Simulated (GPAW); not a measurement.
# Ballistic transport through bithiophene-5,5'-dithiol between two Al chains, cheap and dear, part 2 of 2

How well does bithiophene-5,5'-dithiol between two Al chains conduct at low bias, and how far do basis and functional move the answer?

GPAW 26.7.0; GPAW LCAO, PAW setups; Landauer transmission from Green's functions with principal layers (ASE), zero bias.

So far, transmission at the Fermi level (one spin): step 2 (double-zeta polarised basis, PBE, GPAW) 0.0509; step 3 (basis szp(dzp), PBE, GPAW) 0.0385; step 4 (basis sz(dzp), PBE, GPAW) 0.0427; step 5 (revPBE) 0.0499.

## 8. Smearing 0.05: width = 0.05

Smearing helps the SCF of a metal converge, but it blurs occupations at band edges near the Fermi level.

This step: GPAW LCAO, PAW setups; Landauer transmission from Green's functions with principal layers (ASE), zero bias (GPAW 26.7.0).

File run.py:

```python
import json
import numpy as np
from ase import Atoms
from ase.transport.calculators import TransportCalculator
from gpaw import GPAW, FermiDirac
from gpaw.lcao.tools import get_lcao_hamiltonian
from scipy.linalg import eigh

# The junction with lead layers at both ends, along the third cell vector
device = Atoms(
    ['Al', 'Al', 'Al', 'Al', 'Al', 'Al', 'S', 'C', 'H', 'C', 'S', 'C', 'C', 'H', 'H', 'C', 'C', 'S', 'C', 'H', 'C', 'S', 'Al', 'Al', 'Al', 'Al', 'Al', 'Al'],
    positions=[
        [7.27985, 4.50000, 1.20000],
        [7.27985, 4.50000, 3.60000],
        [7.27985, 4.50000, 6.00000],
        [7.27985, 4.50000, 8.40000],
        [7.27985, 4.50000, 10.80000],
        [7.27985, 4.50000, 13.20000],
        [8.58669, 4.50001, 14.96980],
        [8.27923, 4.50001, 16.69606],
        [6.10477, 4.50003, 16.77085],
        [7.04670, 4.50002, 17.30533],
        [9.54671, 4.50001, 17.83421],
        [7.15449, 4.50002, 18.72939],
        [8.46657, 4.50001, 19.17477],
        [6.29372, 4.50003, 19.38738],
        [11.12355, 4.50003, 20.32951],
        [8.95004, 4.50002, 20.54266],
        [10.26261, 4.50002, 20.98749],
        [7.86982, 4.50001, 21.88430],
        [10.37065, 4.50002, 22.41102],
        [11.30970, 4.50002, 22.95141],
        [9.13861, 4.50001, 23.01901],
        [8.84569, 4.50001, 24.74565],
        [7.27985, 4.50000, 26.29102],
        [7.27985, 4.50000, 28.69102],
        [7.27985, 4.50000, 31.09102],
        [7.27985, 4.50000, 33.49102],
        [7.27985, 4.50000, 35.89102],
        [7.27985, 4.50000, 38.29102]],
    cell=[[14.5597, 0.0, 0.0], [0.0, 9.0, 0.0], [0.0, 0.0, 39.49102]],
    pbc=True)

# One principal layer of the lead: the first 4 atoms of the device
lead = Atoms(
    ['Al', 'Al', 'Al', 'Al'],
    positions=[
        [7.27985, 4.50000, 1.20000],
        [7.27985, 4.50000, 3.60000],
        [7.27985, 4.50000, 6.00000],
        [7.27985, 4.50000, 8.40000]],
    cell=[[14.5597, 0.0, 0.0], [0.0, 9.0, 0.0], [0.0, 0.0, 9.6]],
    pbc=True)

settings = dict(mode='lcao', basis='dzp', xc='PBE', h=0.2,
                occupations=FermiDirac(0.05), maxiter=250,
                mixer=dict(beta=0.1, nmaxold=8, weight=100.0),
                convergence=dict(density=0.0001))
energies = np.arange(-2, 2 + 1e-9, 0.05)
eta = 0.0001
n1, n2 = 1, 1
# k and -k transmit alike, so half of the mesh across the current serves
mesh = [(i, j) for i in range(n1) for j in range(n2) if (i, j) <= (-i % n1, -j % n2)]
weights = np.array([1 if (i, j) == (-i % n1, -j % n2) else 2 for i, j in mesh]) / (n1 * n2)


def ground_state(atoms, size, txt):
    atoms.calc = GPAW(kpts={'size': size, 'gamma': True}, symmetry={'tolerance': 1e-3}, txt=txt, **settings)
    atoms.get_potential_energy()
    return atoms.calc.get_fermi_level()


def blocks(atoms, fermi, points, nz, cells):
    """H - E_F S and S between cell 0 and the cells above it, at each point across the current."""
    kz = np.arange(nz) / nz
    calc = atoms.calc.fixed_density(kpts=[(*k, z) for k in points for z in kz], symmetry='off', txt=None)
    H, S = get_lcao_hamiltonian(calc)
    H = (H - fermi * S).reshape(len(H), len(points), nz, *S.shape[1:])
    S = S.reshape(H.shape[1:])
    phases = [np.exp(-2j * np.pi * kz * R) / nz for R in cells]
    return [(np.einsum('skzij,z->ksij', H, p), np.einsum('kzij,z->kij', S, p)) for p in phases]


def pair(a, b):
    return np.block([[a, b], [b.T.conj(), a]])


def count_channels(h, s, cells, nk=240):
    """Half the number of times that the lead's bands cross each energy, unfolded to its shortest repeat."""
    b = len(h) // cells
    bands = []
    for k in (np.arange(nk + 1) + 0.5) / nk:
        hk, sk = h[:b, :b].copy(), s[:b, :b].copy()
        for R in range(1, cells):
            phase, block = np.exp(2j * np.pi * k * R), slice(R * b, (R + 1) * b)
            hk += h[:b, block] * phase + (h[:b, block] * phase).T.conj()
            sk += s[:b, block] * phase + (s[:b, block] * phase).T.conj()
        w, u = eigh(sk)
        x = u[:, w > 1e-5] / w[w > 1e-5]**0.5  # drop near-dependent combinations
        bands.append(np.r_[eigh(x.T.conj() @ hk @ x, eigvals_only=True), [1e9] * (w <= 1e-5).sum()])
    below = np.array(bands)[:, :, None] < energies
    return (below[1:] != below[:-1]).sum((0, 1)) / 2


fermi_lead = ground_state(lead, (1, 1, 12), 'lead.txt')
fermi_device = ground_state(device, (1, 1, 2), 'device.txt')
T, channels, eigen, tail, misfit, shifts = [], [], [], 0.0, 0.0, []
for first in range(0, len(mesh), 141):
    points = [(i / n1, j / n2) for i, j in mesh[first:first + 141]]
    (H0k, S0k), (H1k, S1k), (H2k, _) = blocks(lead, fermi_lead, points, 5, range(3))
    [(Hk, Sk)] = blocks(device, fermi_device, points, 2, [0])
    tail = max(tail, abs(H2k).max())
    for H0, S0, H1, S1, H, S in zip(H0k, S0k, H1k, S1k, Hk, Sk):
        n = len(S0)
        # Shift the lead onto the potential of the device's first layer
        shift = ((H[:, 0, 0] - H0[:, 0, 0]) / S0[0, 0]).real.mean()
        shifts.append(shift)
        misfit = max(misfit, abs(H[:, :n, :n] - H0 - shift * S0).max())
        Tk, Ck, Ek = [], [], []
        for s in range(len(H)):
            t = s % len(H0)  # a lead without moments serves both spins
            h1, s1 = pair(H0[t] + shift * S0, H1[t] + shift * S1), pair(S0, S1)
            leads = dict(h1=h1, s1=s1, energies=energies, eta=eta, eta1=eta, eta2=eta)
            calc = TransportCalculator(h=H[s], s=S, eigenchannels=3, **leads)
            Tk.append(calc.get_transmission())
            Ek.append(np.sort(calc.eigenchannels_ne, axis=0)[::-1])
            Ck.append(count_channels(h1, s1, 8))
        T.append(Tk)
        channels.append(Ck)
        eigen.append(Ek)
T, channels = np.array(T), np.array(channels)
mean, open_channels = np.einsum('kse,k->se', T, weights), np.einsum('kse,k->se', channels, weights)

print(f'basis functions: device {len(S)}, principal layer {n}')
print(f'Fermi level: lead {fermi_lead:.4f} eV, device {fermi_device:.4f} eV; lead shifted by {np.mean(shifts):.4f} eV')
print(f'largest coupling past the next layer {tail:.2e} eV, largest misfit of the first layer {misfit:.3f} eV')
print('  E-E_F (eV)   ' + 'T (one spin)  channels')
for e, t, c in zip(energies, mean.T, open_channels.T):
    print(f'{e:10.3f}  ', *[f'{x:11.4e}' for x in t], *[f'{x:9.4f}' for x in c])

kT = 8.617333e-5 * 300
fine = np.linspace(energies[0], energies[-1], 4001)
both = np.exp(np.interp(fine, energies, np.log(np.maximum(mean.sum(0) * 2 / len(mean), 1e-30))))
fermi = lambda mu: 1 / (1 + np.exp(np.clip((fine - mu) / kT, -200, 200)))
slope = fermi(0) * (1 - fermi(0)) / kT
G = np.trapezoid(both * slope, fine) / 2
seebeck = -np.trapezoid(both * slope * fine, fine) / (2 * G * 300) * 1e6
print(f'conductance at 300 K: {G:.5g} G0 a cell; thermopower {seebeck:.4g} uV/K')
bias = [0.1, 0.2, 0.5, 1.0, 1.5, 2.0]
current = [38.74 * np.trapezoid(both * (fermi(V / 2) - fermi(-V / 2)), fine) for V in bias]
for V, I in zip(bias, current):
    print(f'current from the zero-bias T(E) at {V} V: {I:.5g} uA')
zero = abs(energies).argmin()
json.dump(dict(energies=energies.tolist(), T=mean.tolist(), channels=open_channels.tolist(), G=G, seebeck=seebeck,
               bias=bias, current=current, tail=tail, misfit=misfit, shift=np.mean(shifts), n_device=len(S), n_lead=n,
               fermi=[fermi_lead, fermi_device], energy=device.get_potential_energy(),
               moments=device.get_magnetic_moments().tolist(), mesh=mesh, weights=weights.tolist(),
               T_k=T[:, :, zero].tolist(), eigen=np.array(eigen[0]).tolist()), open('result.json', 'w'))
```

Started as:

```bash
$ OMP_NUM_THREADS=1 OPENBLAS_NUM_THREADS=1 python run.py
```

The job ended after 2.4 min (1 thread of Arm Neoverse V1, shared host; peak memory 1.8 GiB).

Numbers from this step:

```
conductance                                    : 0.06089 G₀
thermopower                                    : -2.400 μV/K
largest coupling past the next principal layer : 1.40e-15 eV
largest misfit of the first principal layer    : 0.06090 eV
shift that aligns the lead                     : 0.01086 eV
transmission at the Fermi level (one spin)     : 0.06323
```

One spin. The transmission, zone mean by energy, zero at the Fermi level:

energy (eV), transmission, zone mean and a bar:
```
    -2.00      0.000 
    -1.90      0.000 
    -1.80      0.000 
    -1.70      0.000 
    -1.55      0.000 
    -1.45      0.000 
    -1.35      0.000 
    -1.25      0.000 
    -1.15      0.000 
    -1.05      0.000 
    -0.90      0.000 
    -0.80      0.000 
    -0.70      0.000 
    -0.60      0.000 
    -0.50      0.000 
    -0.40      0.000 
    -0.25      0.026 #
    -0.15      0.042 #
    -0.05      0.060 ##
     0.00      0.063 ##
     0.05      0.061 ##
     0.15      0.051 ##
     0.25      0.040 #
     0.40      0.033 #
     0.50      0.033 #
     0.60      0.038 #
     0.70      0.047 #
     0.80      0.053 ##
     0.90      0.058 ##
     1.05      0.070 ##
     1.15      0.087 ###
     1.25      0.116 ####
     1.35      0.167 #####
     1.45      0.263 ########
     1.55      0.455 ##############
     1.70      0.943 #############################
     1.75      0.989 ##############################
     1.80      0.905 ###########################
     1.90      0.609 ##################
     2.00      0.403 ############
```

Crossings of the lead's bands, unfolded to its shortest repeat. Table of open channels, zone mean by energy, zero at the Fermi level:

| energy (eV) | open channels, zone mean |
| --- | --- |
| -2.00 | 1 |
| -1.85 | 1 |
| -1.70 | 1 |
| -1.60 | 1 |
| -1.45 | 1 |
| -1.30 | 1 |
| -1.15 | 0 |
| -1.05 | 0 |
| -0.90 | 0 |
| -0.75 | 0 |
| -0.60 | 0 |
| -0.50 | 0 |
| -0.35 | 2 |
| -0.20 | 2 |
| -0.05 | 2 |
| 0.00 | 2 |
| 0.05 | 2 |
| 0.20 | 2 |
| 0.35 | 2 |
| 0.50 | 2 |
| 0.60 | 2 |
| 0.75 | 2 |
| 0.90 | 2 |
| 1.05 | 3 |
| 1.15 | 3 |
| 1.30 | 3 |
| 1.45 | 3 |
| 1.60 | 3 |
| 1.70 | 3 |
| 1.85 | 3 |
| 2.00 | 3 |

Not self-consistent under bias; the bias window is split evenly. Table of current through one cell, from the zero-bias transmission by bias:

```csv
bias (V),"current through one cell, from the zero-bias transmission (μA)"
0.100,0.467
0.200,0.904
0.500,1.91
1.000,2.79
1.500,3.59
2.000,4.69
```

The transmission of the three most open eigenchannels by energy, zero at the Fermi level:

```
energy (eV)  channel 1  channel 2  channel 3
      -2.00     9.5e-6          0          0
      -1.85     3.3e-6          0          0
      -1.70     1.0e-6          0          0
      -1.60     3.9e-7          0          0
      -1.45     6.4e-8          0          0
      -1.30     2.4e-9          0          0
      -1.15          0          0          0
      -1.05          0          0          0
      -0.90          0          0          0
      -0.75          0          0          0
      -0.60          0          0          0
      -0.50          0          0          0
      -0.35     0.0258     5.3e-4          0
      -0.20     0.0320     6.5e-4          0
      -0.05     0.0595     6.2e-4          0
       0.00     0.0628     4.1e-4          0
       0.05     0.0613     2.4e-4          0
       0.20     0.0450     4.7e-5          0
       0.35     0.0342     1.6e-4          0
       0.50     0.0311    0.00207          0
       0.60     0.0318    0.00659          0
       0.75     0.0362     0.0139          0
       0.90     0.0447     0.0135    1.3e-12
       1.05     0.0599    0.00965     6.1e-6
       1.15     0.0771    0.00996     1.0e-5
       1.30      0.127     0.0110     1.4e-5
       1.45      0.250     0.0124     1.9e-5
       1.60      0.593     0.0143     2.3e-5
       1.70      0.928     0.0158     2.7e-5
       1.85      0.737     0.0183     3.3e-5
       2.00      0.382     0.0210     4.2e-5
```

The conductance, 0.0609 G₀, lies 22 % above that of the dzp run.

## 9. Smearing 0.2, temperature 1000, k-points along the lead 4

Smearing helps the SCF of a metal converge, but it blurs occupations at band edges near the Fermi level. Temperature enters only through the Fermi window. The lead's own mesh along the current sets its density and potential; where the lead is aligned to the junction's end layer, a rigid shift drops out.

Changes to run.py since step 8:

```diff
@@ -55,3 +55,3 @@
 settings = dict(mode='lcao', basis='dzp', xc='PBE', h=0.2,
-                occupations=FermiDirac(0.05), maxiter=250,
+                occupations=FermiDirac(0.2), maxiter=250,
                 mixer=dict(beta=0.1, nmaxold=8, weight=100.0),
@@ -104,3 +104,3 @@
 
-fermi_lead = ground_state(lead, (1, 1, 12), 'lead.txt')
+fermi_lead = ground_state(lead, (1, 1, 4), 'lead.txt')
 fermi_device = ground_state(device, (1, 1, 2), 'device.txt')
@@ -140,3 +140,3 @@
 
-kT = 8.617333e-5 * 300
+kT = 8.617333e-5 * 1000
 fine = np.linspace(energies[0], energies[-1], 4001)
@@ -146,4 +146,4 @@
 G = np.trapezoid(both * slope, fine) / 2
-seebeck = -np.trapezoid(both * slope * fine, fine) / (2 * G * 300) * 1e6
-print(f'conductance at 300 K: {G:.5g} G0 a cell; thermopower {seebeck:.4g} uV/K')
+seebeck = -np.trapezoid(both * slope * fine, fine) / (2 * G * 1000) * 1e6
+print(f'conductance at 1000 K: {G:.5g} G0 a cell; thermopower {seebeck:.4g} uV/K')
 bias = [0.1, 0.2, 0.5, 1.0, 1.5, 2.0]
```

Run time: 2 min. Hardware: 1 thread; peak memory 1.8 GiB.

The run finished with changed settings (width = 0.2, temperature = 1000 and lead_nz = 4); it serves as a test.

Side by side:

```csv
quantity,this run,sound run,difference
conductance (G₀),0.037641,0.050066,-0.0124
largest coupling past the next principal layer (eV),1.422e-15,1.910e-15,-4.9e-16
largest misfit of the first principal layer (eV),0.025972,0.039987,-0.0140
shift that aligns the lead (eV),-0.0060481,-0.0032687,-0.00278
transmission at the Fermi level (one spin),0.039484,0.050866,-0.0114
```

One result that differs is the conductance, 0.0376 G₀ against 0.0501 G₀.

## 10. Outcome

| Quantity | Value |
| --- | --- |
| conductance | 0.0501 G₀ |
| transmission at the Fermi level, mean of the spins | 0.0509 |
| thermopower | about 0 (under 1.5 μV/K) |
| open channels of the lead there | 2 |

What this shows: In the dzp basis the junction conducts 0.0501 G₀ at 300 K, with T = 0.0509 a spin at the Fermi level; no smaller basis tried comes within 10 % of that conductance. The scatterer reflects about 97 % of the incoming channels at the Fermi level. At the Fermi level one eigenchannel carries the current (0.051). Measured against the first run (dzp), the nearest curve is that of dzp-revPBE (r.m.s. 0.016) and the farthest that of szp (0.25). Over the compared runs wall time goes from 69 s (sz) to 131 s (dzp-revPBE), on a shared host. A change of numerical settings alone (smearing 0.05) gives 0.0609 G₀, so the conductance is not converged in them and the ranking of the bases holds for these settings only. The geometry was built from estimated bond lengths and not relaxed, so the numbers describe this model structure. Semilocal functionals put molecular levels too near the Fermi level, so such conductances usually come out too high, and chain electrodes have a sharper density of states than real ones. An evenly spaced straight chain is an idealisation: free chains tend to dimerise, zigzag or, where a band edge lies near the Fermi level, turn magnetic. The currents use the zero-bias T(E) throughout, which holds only while the bias is small against the distance to the nearest feature. The energy step is wider than the thermal energy, so the conductance and thermopower rest on interpolation of T(E).

[Logs are printed without paths, hosts, clocks, repeated set-up lines and the standing remarks that a program may print on its own settings, such as how far it seeks lower states.]

[Hosts, paths, dates, database ids (printed as entryN), source tags and the programs' standing remarks are cut or masked in the printed files.]
